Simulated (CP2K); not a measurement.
Two runs for the Si L₂,₃ edge of silylketene. Run A: CP2K XAS_TDP, all-electron GAPW, PBEh(45%), aug-pc-1, TDA, ZORA, spin–orbit coupling. Run B differs in one setting.

First lines with a strength over 0.0003. A:

| atom | energy (eV) | states | strength, one atom |
| --- | --- | --- | --- |
| Si4 (bonded to C and 3 H) | 100.76 | 2 | 0.0059 |
|  | 100.83 | 1 | 0.0016 |
|  | 101.13 | 2 | 0.0005 |
|  | 101.15 | 1 | 0.0004 |
|  | 101.27 | 2 | 0.0031 |

B:

| atom | energy (eV) | states | strength, one atom |
| --- | --- | --- | --- |
| Si4 (bonded to C and 3 H) | 104.39 | 2 | 0.0057 |
|  | 104.46 | 1 | 0.0016 |
|  | 104.76 | 2 | 0.0005 |
|  | 104.78 | 1 | 0.0004 |
|  | 104.91 | 2 | 0.0031 |

**Question.** Which was it: the functional, GW2X switched on, the basis?

GW2X switched on. GW2X shifts the lines nearly together; each 2p level gets its own shift. The lowest line over the strength cut lies at 104.39 eV, against 100.76 eV (PBEh(45%), aug-pc-1).

[Hosts, paths, dates, database ids (printed as entryN), source tags and the programs' standing remarks are cut or masked in the printed files.]
